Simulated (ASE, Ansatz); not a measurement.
# Structural relaxation of H20C8N2O9 (C2/c) (156 atoms)

Wanted: the relaxed structure of H20C8N2O9 (C2/c) (156 atoms) and its electronic structure.

Method: Kohn-Sham DFT, r2SCAN+D3(BJ), PAW (set soft_2), plane waves, in Ansatz 0.2.0.

This is a report of a sequence of runs, with most program output left out.

## 1. Set-up

The cell holds 156 atoms: 80 H, 32 C, 8 N and 36 O. Cell: a = 18.116 Å, b = 5.678 Å, c = 14.121 Å, α = 90.0°, β = 102.1°, γ = 90.0°. It derives from H20C8N2O9 (C2/c), repeated 1×1×1. H20C8N2O9, space group C2/c, structure from the Crystallography Open Database, 1 x 1 x 1 conventional cells; every coordinate displaced by a Gaussian of 0.02 Å; bonds to H set to neutron lengths (C-H 1.089, N-H 1.015, O-H 0.983, B-H 1.19 Å) where the listed ones are shorter.

What the set-up can't give: The cell is under 6 Å thick along one periodic direction, so every atom has periodic images of itself close by, which move with it and show among its neighbours and in g(r).

## 2. Single point at the start

The forces at the start show how far the geometry lies from a minimum of this functional.

Contents of input.yaml:

```yaml
crystal:
  lattice:
    - [18.1163, 0.0, 0.0]
    - [0.0, 5.6775, 0.0]
    - [-2.95129, 0.0, 13.80884]
  atoms:
    - { symbol: H, position: [0.56247, 0.09293, 0.3211] }
    - { symbol: H, position: [0.4382, 0.09588, 0.17824] }
    - { symbol: H, position: [0.06135, 0.59933, 0.32111] }
    - { symbol: H, position: [0.93864, 0.6047, 0.17782] }
    - { symbol: H, position: [0.44041, 0.90456, 0.68245] }
    - { symbol: H, position: [0.56041, 0.89804, 0.82007] }
    - { symbol: H, position: [0.93995, 0.40374, 0.68043] }
    - { symbol: H, position: [0.05899, 0.40652, 0.82067] }
    - { symbol: H, position: [0.58387, 0.353, 0.27864] }
    - { symbol: H, position: [0.41657, 0.34551, 0.21944] }
    - { symbol: H, position: [0.08245, 0.85275, 0.27974] }
    - { symbol: H, position: [0.91938, 0.84833, 0.22123] }
    - { symbol: H, position: [0.41968, 0.65, 0.72375] }
    - { symbol: H, position: [0.58345, 0.65245, 0.78211] }
    - { symbol: H, position: [0.91623, 0.14994, 0.72179] }
    - { symbol: H, position: [0.08173, 0.14646, 0.77792] }
    - { symbol: H, position: [0.58591, 0.32098, 0.39756] }
    - { symbol: H, position: [0.41429, 0.32137, 0.10486] }
    - { symbol: H, position: [0.08505, 0.81512, 0.39519] }
    - { symbol: H, position: [0.91214, 0.81961, 0.10383] }
    - { symbol: H, position: [0.41327, 0.6826, 0.60501] }
    - { symbol: H, position: [0.58717, 0.67869, 0.89553] }
    - { symbol: H, position: [0.9146, 0.17227, 0.60555] }
    - { symbol: H, position: [0.08609, 0.18519, 0.89432] }
    - { symbol: H, position: [0.68333, 0.07799, 0.28399] }
    - { symbol: H, position: [0.31949, 0.07753, 0.21892] }
    - { symbol: H, position: [0.18353, 0.57184, 0.28526] }
    - { symbol: H, position: [0.81763, 0.57711, 0.21618] }
    - { symbol: H, position: [0.31659, 0.91748, 0.71786] }
    - { symbol: H, position: [0.68274, 0.92781, 0.78317] }
    - { symbol: H, position: [0.8168, 0.43139, 0.7167] }
    - { symbol: H, position: [0.18368, 0.42811, 0.7843] }
    [... 118 atom lines left out ...]
    - { symbol: O, position: [0.89827, 0.25565, 0.03668] }
    - { symbol: O, position: [0.10194, 0.25293, 0.46325] }
    - { symbol: O, position: [0.00123, 0.37885, 0.25038] }
    - { symbol: O, position: [0.49992, 0.88739, 0.25211] }
    - { symbol: O, position: [0.00086, 0.62345, 0.74944] }
    - { symbol: O, position: [0.50251, 0.11906, 0.75197] }
kpoints:
  mp_grid: { grid: [1, 2, 1] }
hamiltonian:
  xc: r2scan
  dispersion: d3bj
scf:
  occupations: { method: fixed }
output:
  forces: true
  stress: true
  populations: true
  dos:
    method: { smearing: { sigma: 0.15 } }
    de: 0.1
    projected: { site_lists: { C: [C], H: [H], "N": ["N"], O: [O] } }
  eigenvalues: true
```

The run is started by

```sh
> ansatz run input.yaml --threads 4 --pin off --max-ram 8192MiB --backend cpu --events-out ev --progress --plain --runs-dir out
```

Elapsed: 2.1 min, on 4 threads of Arm Neoverse V1, shared host; peak memory 5.7 GiB.

The program notes that it cut back its work space to fit the memory limit. Further notices: dispersion damping borrowed.

Read from the output:

| Property | Result |
| --- | --- |
| free energy | -32887.3379 eV |
| free energy per atom | -210.8163 eV/atom |
| SCF cycles | 10 |
| pressure | 0.8695 GPa |
| r.m.s. force component | 0.9977 eV/Å |
| longest force | 4.852 eV/Å |
| Fermi energy | -0.1732 eV |
| gap (highest filled to lowest empty level) | 3.622 eV |
| spilling of the projection | 0.01248 |

The r.m.s. force component of 1.00 eV/Å and the pressure of 0.87 GPa set the starting point.

Neighbours are counted within 1.21 Å (H-O), 1.34 Å (H-C), 1.27 Å (H-N), 1.73 Å (O-C), 1.85 Å (C-C), 1.79 Å (C-N).

Length of the force by element and coordination:

```csv
element,coordination,atoms,mean length of the force (eV/Å),spread,least,most
C,all,32,1.77,0.968,0.527,4.02
C,3,16,1.96,0.987,0.696,3.87
C,4,16,1.59,0.911,0.527,4.02
H,all,80,1.08,0.834,0.237,4.14
N,all,8,3.17,1.05,1.59,4.85
O,all,36,1.42,0.825,0.243,3.61
O,1,24,1.18,0.718,0.243,2.80
O,2,12,1.90,0.818,0.561,3.61
```

## 3. Relaxation

With the cell held, the atoms are moved downhill towards a nearby minimum.

input.yaml, the sections that differ from step 2:

```yaml
output:
  forces: true
relax:
  f_tol: 0.05
  max_steps: 114
# crystal, kpoints, hamiltonian, scf: as in step 2
```

Run time: 4.5 min. Hardware: 4 threads; peak memory 5.4 GiB.

Relaxation path:

```csv
step,energy less that of the first step (eV),largest force component (eV/Å)
1,0.0000,4.6223
2,-2.3074,2.1537
3,-3.1857,0.3607
4,-3.2385,0.0447
5,-3.2385,0.0447
```

The atoms that moved most (Å):

```csv
atom,dx,dy,dz,length
H33,-0.104,-0.105,-0.020,0.149
H53,0.137,0.029,-0.044,0.147
H55,0.135,0.037,-0.035,0.144
C95,0.057,0.067,-0.114,0.144
H47,0.032,0.038,-0.124,0.134
H56,-0.097,-0.010,0.082,0.128
H51,-0.096,-0.023,0.078,0.126
H41,-0.055,-0.098,0.054,0.124
```

The relaxation changed the energy by -20.8 meV/atom, and atoms moved by 0.072 Å r.m.s., 0.15 Å at most.

## 4. Distances and neighbours after relaxation

Density 1.35 g/cm³, 9.105 Å³ an atom.

g(r), total and by pair (bins of 0.2 Å):

```csv
r (Å),total,H-H,H-O,H-C,H-N,O-O,O-C
0.90,0.39,0.00,1.65,0.00,0.00,0.00,0.00
1.10,3.02,0.00,1.50,7.65,20.15,0.00,0.00
1.30,0.94,0.00,0.00,0.00,0.00,0.00,9.88
1.50,0.71,0.28,0.64,0.00,0.00,0.00,0.00
1.70,1.14,3.27,1.16,0.00,0.00,0.00,0.00
1.90,0.29,0.00,0.80,0.48,0.00,0.00,0.00
2.10,0.83,0.00,0.00,3.12,3.28,0.00,0.00
2.30,0.81,1.51,0.28,0.31,0.00,2.75,1.39
2.50,0.91,2.30,0.26,0.00,0.00,1.05,1.33
2.70,0.79,0.20,1.21,0.75,1.91,2.85,0.00
2.90,0.81,0.97,1.20,0.56,0.00,0.30,0.46
3.10,0.79,1.08,1.60,0.34,0.00,0.48,0.34
3.30,1.42,0.96,1.32,1.64,2.00,3.25,1.21
3.50,1.09,0.63,1.02,0.87,2.32,1.98,1.91
3.70,1.02,1.36,0.92,1.07,0.51,1.33,1.15
3.90,0.92,0.86,0.89,1.25,0.28,0.65,0.73
4.10,0.93,0.74,0.48,1.22,1.43,0.10,1.17
4.30,1.00,0.54,1.50,1.15,0.14,0.69,0.65
4.50,1.16,1.22,1.34,1.04,0.56,0.42,1.50
4.70,1.03,1.01,1.25,1.20,0.63,0.48,0.92
4.90,1.01,1.20,0.83,0.88,1.21,0.81,1.18
5.10,0.96,0.47,1.15,1.32,1.06,1.47,0.72
5.30,1.03,0.66,1.06,1.31,0.65,1.18,1.13
5.50,0.99,0.95,1.11,0.91,0.53,0.95,1.14
5.70,1.18,1.67,0.75,0.94,1.13,1.55,1.16
5.90,0.84,1.12,0.71,0.61,0.78,0.67,1.03
6.10,0.82,0.91,1.01,0.75,1.44,0.52,0.46
6.30,1.10,0.98,1.41,1.04,0.96,1.02,0.92
```

## 5. Single point at the relaxed geometry

One more single point at the end of the walk gives the fuller output and checks the residual forces.

Contents of input.yaml:

```yaml
crystal:
  lattice:
    - [18.1163, 0.0, 0.0]
    - [0.0, 5.6775, 0.0]
    - [-2.95129, 0.0, 13.80884]
  atoms:
    - { symbol: H, position: [0.55796, 0.09007, 0.31633] }
    - { symbol: H, position: [0.44005, 0.08945, 0.18269] }
    - { symbol: H, position: [0.05861, 0.59366, 0.31581] }
    - { symbol: H, position: [0.93954, 0.5905, 0.18237] }
    - { symbol: H, position: [0.44094, 0.91247, 0.68377] }
    - { symbol: H, position: [0.55941, 0.90872, 0.81724] }
    - { symbol: H, position: [0.94165, 0.40962, 0.68339] }
    - { symbol: H, position: [0.05958, 0.40827, 0.8163] }
    - { symbol: H, position: [0.58138, 0.35062, 0.27617] }
    - { symbol: H, position: [0.4187, 0.35027, 0.2244] }
    - { symbol: H, position: [0.08192, 0.85438, 0.27567] }
    - { symbol: H, position: [0.91862, 0.85227, 0.22336] }
    - { symbol: H, position: [0.41915, 0.65165, 0.72471] }
    - { symbol: H, position: [0.58118, 0.64754, 0.77618] }
    - { symbol: H, position: [0.91902, 0.14919, 0.72417] }
    - { symbol: H, position: [0.08246, 0.14725, 0.77594] }
    - { symbol: H, position: [0.58382, 0.31213, 0.39634] }
    - { symbol: H, position: [0.41591, 0.31463, 0.10397] }
    - { symbol: H, position: [0.08317, 0.81631, 0.39559] }
    - { symbol: H, position: [0.91613, 0.8144, 0.10303] }
    - { symbol: H, position: [0.41708, 0.68842, 0.60451] }
    - { symbol: H, position: [0.58353, 0.6845, 0.89646] }
    - { symbol: H, position: [0.91747, 0.18565, 0.60406] }
    - { symbol: H, position: [0.08346, 0.18471, 0.89591] }
    - { symbol: H, position: [0.67944, 0.06928, 0.28195] }
    - { symbol: H, position: [0.31794, 0.07972, 0.21727] }
    - { symbol: H, position: [0.18124, 0.57675, 0.28375] }
    - { symbol: H, position: [0.81692, 0.58384, 0.21567] }
    - { symbol: H, position: [0.31825, 0.92339, 0.71658] }
    - { symbol: H, position: [0.68141, 0.92252, 0.78372] }
    - { symbol: H, position: [0.81897, 0.42383, 0.71566] }
    - { symbol: H, position: [0.18251, 0.42354, 0.78517] }
    [... 118 atom lines left out ...]
    - { symbol: O, position: [0.90032, 0.25725, 0.03642] }
    - { symbol: O, position: [0.09873, 0.25286, 0.4624] }
    - { symbol: O, position: [0.99966, 0.37931, 0.24969] }
    - { symbol: O, position: [0.49937, 0.87683, 0.24994] }
    - { symbol: O, position: [0.00101, 0.62208, 0.75062] }
    - { symbol: O, position: [0.50086, 0.12352, 0.7513] }
kpoints:
  mp_grid: { grid: [1, 2, 1] }
hamiltonian:
  xc: r2scan
  dispersion: d3bj
scf:
  occupations: { method: fixed }
output:
  forces: true
  stress: true
  populations: intrinsic
  dos:
    method: { smearing: { sigma: 0.08 } }
    de: 0.1
    projected: { site_lists: { C: [C], H: [H], "N": ["N"], O: [O] } }
  eigenvalues: true
  write_density: true
  write_potential: true
  volumetric_format: npy
  elf: true
```

It took 2.1 min on 4 threads; peak memory 5.7 GiB.

Read from the output:

```yaml
free_energy: -32890.5764 eV
free_energy_per_atom: -210.8370 eV/atom
scf_cycles: 10
pressure: -0.4494 GPa
r_m_s_force_component: 0.01201 eV/Å
longest_force: 0.04901 eV/Å
fermi_energy: -0.3067 eV
spacing_of_highest_filled_and_lowest_empty_level: 3.89 eV
```

Intrinsic-atomic-orbital charges by element:

```csv
element,coordination,atoms,mean charge (e),spread,least,most
C,all,32,0.065,0.446,-0.529,0.497
H,all,80,0.269,0.0858,0.176,0.384
N,all,8,-0.449,3.0e-4,-0.449,-0.448
O,all,36,-0.556,0.0782,-0.771,-0.502
```

States in the cell by windows of 1 eV, zero at the Fermi level; the larger projections on atomic orbitals stand beside the total:

```csv
from (eV),to (eV),total,O p,C p,H s,N p,C s
-14,-13,16.0,0.0,1.2,4.4,1.0,8.3
-13,-12,0.0,0.0,0.0,0.0,0.0,0.0
-12,-11,15.3,4.3,4.9,0.9,0.0,3.1
-11,-10,16.7,0.3,2.7,5.1,2.4,5.6
-10,-9,2.5,1.3,0.3,0.4,0.1,0.2
-9,-8,22.5,5.6,3.3,4.8,7.1,0.6
-8,-7,31.2,10.0,4.3,6.4,8.4,0.6
-7,-6,37.6,18.5,9.1,2.3,2.1,0.6
-6,-5,44.3,16.6,14.3,4.2,5.3,0.3
-5,-4,38.4,17.5,12.5,4.6,2.0,0.1
-4,-3,43.9,13.0,17.8,8.7,2.2,0.2
-3,-2,23.7,6.8,8.3,6.9,0.9,0.1
-2,-1,60.0,55.3,1.9,0.6,1.0,0.3
-1,0,22.5,20.2,1.0,0.2,0.3,0.6
0,1,1.5,1.3,0.1,0.0,0.0,0.1
1,3,0.0,0.0,0.0,0.0,0.0,0.0
3,4,9.3,4.4,4.3,0.1,0.0,0.0
4,5,6.7,3.3,3.1,0.0,0.0,0.0
```

The curve was stored every 0.100 eV, coarse against its broadening of 0.08 eV, so these counts are rough.

With fixed occupations the program's Fermi level is the highest filled level; weight inside the gap is the broadening of levels at its edges.

Between -24 and -14 eV lie 88 more states.

The levels nearest the highest filled one (over half full), pooled over k-points and spins:

```csv
level less the highest filled one (eV),occupation
-0.0193,2
-0.0149,2
-0.0075,2
-0.0064,2
-0.0014,2
0,2
3.89,0
3.90,0
3.92,0
3.92,0
3.92,0
3.94,0
```

Electrostatic potential energy in the bc plane at fractional x = 0.085, with atoms of H and C and N and O within 0.2 Å of it. With pseudopotentials it is smooth inside the atoms' cores, unlike the true potential.

Ten even steps from '_' (-54 eV) to '@' (7 eV), each cell a mean:
```
@@@@%%%%@@@@@@@@@@@@##::..==%%@@
@@@@%%##%%@@@@@@@@@@%%++==##@@@@
@@%%++::**%%@@@@@@@@@@@@@@@@@@@@
@@@@##::__::##%%@@@@@@@@@@@@@@@@
@@%%++--::==##%%@@@@@@@@@@@@@@@@
@@##--**%%@@@@@@@@@@@@@@@@@@@@@@
%%@@@@@@@@@@@@@@@@@@@@@@@@@@%%##
--##@@@@@@@@@@@@@@@@@@@@@@%%--..
==##@@@@@@**++**%%@@@@@@@@%%++::
__++####**::..::++**%%@@@@%%==__
--**--____==**##**++%%##==::::::
%%%%++....**%%@@@@@@@@**::::==%%
@@@@##--..==@@@@@@@@@@@@%%%%@@@@
@@@@%%++==**@@@@@@@@@@@@%%##%%@@
@@@@@@@@@@@@@@@@@@@@@@##==::##@@
@@@@@@@@@@@@@@@@@@%%++..__==%%@@
@@@@@@@@@@@@@@@@@@%%**::::--**@@
@@@@@@@@@@@@@@@@@@@@@@%%%%====%%
####@@@@@@@@@@@@@@@@@@@@@@@@@@%%
..::++@@@@@@@@@@@@@@@@@@@@@@@@++
::--##@@@@@@@@@@##++++%%@@@@@@**
__..**%%@@@@##**==....==**####::
::::::--++%%##++##**++::__..++++
%%##::..==%%@@@@@@@@%%==..--##%%
```
Columns run along b (5.7 Å; values clipped at the 3rd and 97th percentile), rows up along c (14.1 Å). Atoms in or near the plane, at fractional coordinates: H at (0.85, 0.28), H at (0.15, 0.78), H at (0.82, 0.40), H at (0.18, 0.90), H at (0.45, 0.07), H at (0.56, 0.57), C at (0.78, 0.04), C at (0.23, 0.54), C at (0.03, 0.08), C at (0.98, 0.58), N at (0.74, 0.33), N at (0.26, 0.83), O at (0.61, 0.10), O at (0.39, 0.60) and more.

Valence density in the bc plane at fractional x = 0.085, with atoms of H and C and N and O within 0.2 Å of it. It is the smooth field of the valence electrons, not physical close to the nuclei.

Values in e/Å³, 24 rows by 16 columns, each cell a mean:
```
0.1 0.3 0.7 0.9 0.5 0.2 0.1 0.0 0.1 0.3 1.3 4.0 4.8 2.7 0.7 0.2
0.1 0.1 0.3 0.4 0.2 0.1 0.0 0.0 0.1 0.2 0.8 2.5 3.0 1.6 0.4 0.1
0.0 0.2 0.9 1.8 1.2 0.6 0.2 0.1 0.0 0.1 0.1 0.2 0.3 0.2 0.1 0.0
0.1 0.3 1.1 2.7 3.3 2.5 1.1 0.4 0.1 0.0 0.0 0.0 0.0 0.0 0.0 0.0
0.1 0.4 1.4 2.6 2.8 2.1 1.0 0.4 0.1 0.0 0.0 0.0 0.0 0.0 0.0 0.0
0.1 0.4 1.0 0.9 0.5 0.3 0.2 0.1 0.0 0.0 0.0 0.0 0.0 0.0 0.1 0.1
1.1 0.5 0.2 0.1 0.1 0.0 0.0 0.0 0.0 0.0 0.0 0.0 0.1 0.3 0.9 1.5
4.3 1.2 0.3 0.1 0.1 0.2 0.2 0.2 0.1 0.0 0.0 0.1 0.2 0.9 3.5 5.9
2.6 0.9 0.3 0.2 0.5 1.7 3.0 1.9 0.6 0.2 0.1 0.1 0.1 0.6 2.0 3.5
1.7 1.2 0.8 0.7 1.3 3.6 5.7 4.0 1.7 0.6 0.2 0.2 0.4 0.7 1.3 1.8
1.3 1.4 1.7 1.7 1.8 1.8 1.6 1.2 0.9 0.6 0.4 1.2 3.4 4.0 2.9 1.7
0.3 0.5 1.1 2.1 2.4 1.2 0.4 0.2 0.1 0.1 0.3 1.5 4.5 5.5 2.9 0.8
0.1 0.3 1.3 3.8 4.9 2.7 0.7 0.2 0.0 0.0 0.1 0.3 0.8 1.0 0.6 0.2
0.1 0.2 0.8 2.4 3.2 1.7 0.5 0.1 0.0 0.0 0.1 0.1 0.3 0.4 0.2 0.1
0.0 0.1 0.1 0.2 0.3 0.2 0.1 0.0 0.0 0.1 0.3 0.8 1.6 1.5 0.5 0.1
0.0 0.0 0.0 0.0 0.0 0.0 0.0 0.0 0.2 0.6 1.6 3.0 3.2 2.0 0.6 0.1
0.0 0.0 0.0 0.0 0.0 0.0 0.0 0.1 0.2 0.6 1.4 2.5 2.8 2.2 0.9 0.2
0.1 0.1 0.1 0.0 0.0 0.0 0.0 0.0 0.0 0.1 0.2 0.4 0.7 1.1 0.7 0.2
1.3 1.2 0.6 0.2 0.1 0.0 0.0 0.0 0.0 0.0 0.0 0.0 0.1 0.1 0.3 0.6
5.5 5.1 2.1 0.5 0.1 0.0 0.0 0.0 0.1 0.2 0.2 0.1 0.1 0.1 0.5 2.2
3.3 3.0 1.2 0.3 0.1 0.0 0.1 0.3 1.0 2.6 2.7 1.0 0.3 0.2 0.4 1.4
1.8 1.7 1.0 0.6 0.3 0.2 0.3 1.0 2.5 5.2 5.3 2.4 0.9 0.7 0.9 1.5
1.4 2.2 3.5 4.1 2.4 0.7 0.4 0.8 0.9 1.3 1.7 1.9 1.7 1.8 1.6 1.4
0.4 1.4 4.2 5.7 3.2 0.7 0.2 0.1 0.1 0.2 0.6 1.7 2.4 1.7 0.8 0.4
```
Columns run along b (5.7 Å), rows up along c (14.1 Å). Atoms in or near the plane, at fractional coordinates: H at (0.85, 0.28), H at (0.15, 0.78), H at (0.82, 0.40), H at (0.18, 0.90), H at (0.45, 0.07), H at (0.56, 0.57), C at (0.78, 0.04), C at (0.23, 0.54), C at (0.03, 0.08), C at (0.98, 0.58), N at (0.74, 0.33), N at (0.26, 0.83), O at (0.61, 0.10), O at (0.39, 0.60) and more.

Mean intrinsic-atomic-orbital charges: C +0.07, H +0.27, N -0.45, O -0.56 e.

A closer look about N114, one of the 8 N atoms: 13 atoms, nearest first, numbered in the order of the input, with positions taken from that point.

```csv
atom,x,y,z,distance (Å),intrinsic-atomic-orbital charge (e)
N114,0.00,0.00,0.00,0.00,-0.45
H18,0.37,0.44,-0.86,1.03,0.34
H10,0.06,0.64,0.81,1.03,0.33
H2,0.57,-0.84,0.23,1.04,0.34
C82,-1.42,-0.38,-0.20,1.49,-0.20
H26,-1.74,-0.89,0.71,2.08,0.18
H34,-1.45,-1.09,-1.02,2.08,0.19
C90,-2.27,0.85,-0.47,2.47,-0.53
H50,-1.91,1.38,-1.35,2.71,0.18
H58,-2.23,1.54,0.37,2.74,0.18
O154,1.45,-2.05,1.16,2.76,-0.77
O141,0.84,0.45,-2.65,2.82,-0.55
O130,-0.10,1.70,2.25,2.83,-0.55
```

## 6. Summary of results

* energy change in the relaxation: -20.76 meV/atom
* r.m.s. displacement: 0.072 Å
* largest displacement: 0.149 Å
* free energy per atom: -210.8370 eV/atom
* density: 1.348 g/cm³
* pressure: -0.4494 GPa
* r.m.s. force component: 0.01201 eV/Å
* gap (highest filled to lowest empty level): 3.89 eV
* wall time of the 3 DFT runs: 8.7 min

What this shows: Relaxation lowers the energy by 20.8 meV/atom and moves atoms by 0.072 Å r.m.s.; the r.m.s. force component goes from 1.00 to 0.012 eV/Å, the pressure goes from 0.87 to -0.45 GPa, and the gap from 3.62 to 3.89 eV. From the first step to the last the energy fell by 3.239 eV, and the largest move was 0.15 Å (H33, with 1 other atom within 2 % of it). Between filled and empty levels lie 3.89 eV on the run's k-points; the mesh holds the band edges only if they fold onto it, so the gap at this level can be narrower or closed, while semilocal functionals tend to narrow gaps against experiment.

[Logs are printed without paths, hosts, clocks, repeated set-up lines and the standing remarks that a program may print on its own settings, such as how far it seeks lower states.]

[Hosts, paths, dates, database ids (printed as entryN), source tags and the programs' standing remarks are cut or masked in the printed files.]
